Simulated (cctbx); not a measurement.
**Symmetry from intensities**

Cell: a = 6.4220 Å, b = 6.4220 Å, c = 3.5880 Å, α = 90.00°, β = 90.00°, γ = 120.00°. Expected content of the cell: Tl3 Sn1 N2.

The data are simulated with cctbx, not measured: Mo Kα, λ = 0.71073 Å, to d = 0.6 Å, 95 % of the full sphere, strongest reflection 20000 counts, noise from counting, a 4 % proportional error and a noise floor of 15 counts (s.d.); no absorption, some extinction.

A first pass over the reflections prints:

```text
2342 reflections to d = 0.601 A
centring   violations  <I/sigma> of those
    A       1129 of  1174     13.8
    B       1130 of  1170     13.7
    C       1141 of  1184     12.9
    I       1124 of  1167     13.7
    R       1502 of  1549     15.3
    F       1700 of  1764     13.5
Laue class    unique    Rint  (classes that these axes allow; Friedel mates merged)
P -1             1233   0.028
P 1 1 2/m         697   0.033
P -3              415   0.035
P -3 1 m          236   0.037
P -3 m 1          253   0.037
P 6/m             236   0.037
P 6/m m m         155   0.037
space group    extra absences  I>4sigma  <I/sigma>
P 6 2 2                 0          0         -  acentric
P 6 m m                 0          0         -  acentric
P -6 m 2                0          0         -  acentric
P -6 2 m                0          0         -  acentric
P 6/m m m               0          0         -  centric
Wilson B = 0.31 A^2   <|E^2-1|> = 0.695 (0.968 centric, 0.736 acentric)   E^2>4: 0.0 %
shell (A)         n   <I/sigma>
 5.56 - 1.20     26     51.6
 1.20 - 0.95     21     63.0
 0.95 - 0.83     19     53.1
 0.83 - 0.76     20     55.2
 0.76 - 0.70     16     55.3
 0.70 - 0.66     21     55.1
 0.66 - 0.63     15     53.7
 0.63 - 0.60     17     58.8
```

Q: Read the symmetry from these tables.

Every centring test has many violations, so the lattice is primitive.

Rint stays low (0.028 to 0.037) up to P 6/m m m, the highest class in these axes.

5 settings pass the absence test. No glide or screw absences show, which leaves P 6 2 2, P 6 m m, P -6 m 2, P -6 2 m and P 6/m m m.

⟨|E²−1|⟩ = 0.695 leans to a non-centrosymmetric structure. Here that hint misleads: the statistic assumes many like atoms on general positions, and few, heavy or special-position atoms break it. The Wilson B of 0.31 Å² means U ≈ 0.0039 Å².

The true group is P6/mmm (no. 191), Laue class 6/mmm, centrosymmetric. The tables only narrow the choice to the tied entries; cell content, site symmetry and trial solutions must settle it.

The model is made up (kin elements in a known structure type, no relaxation), so it says nothing on whether the phase exists.

[Logs are printed without paths, hosts, clocks, repeated set-up lines and the standing remarks that a program may print on its own settings, such as how far it seeks lower states.]
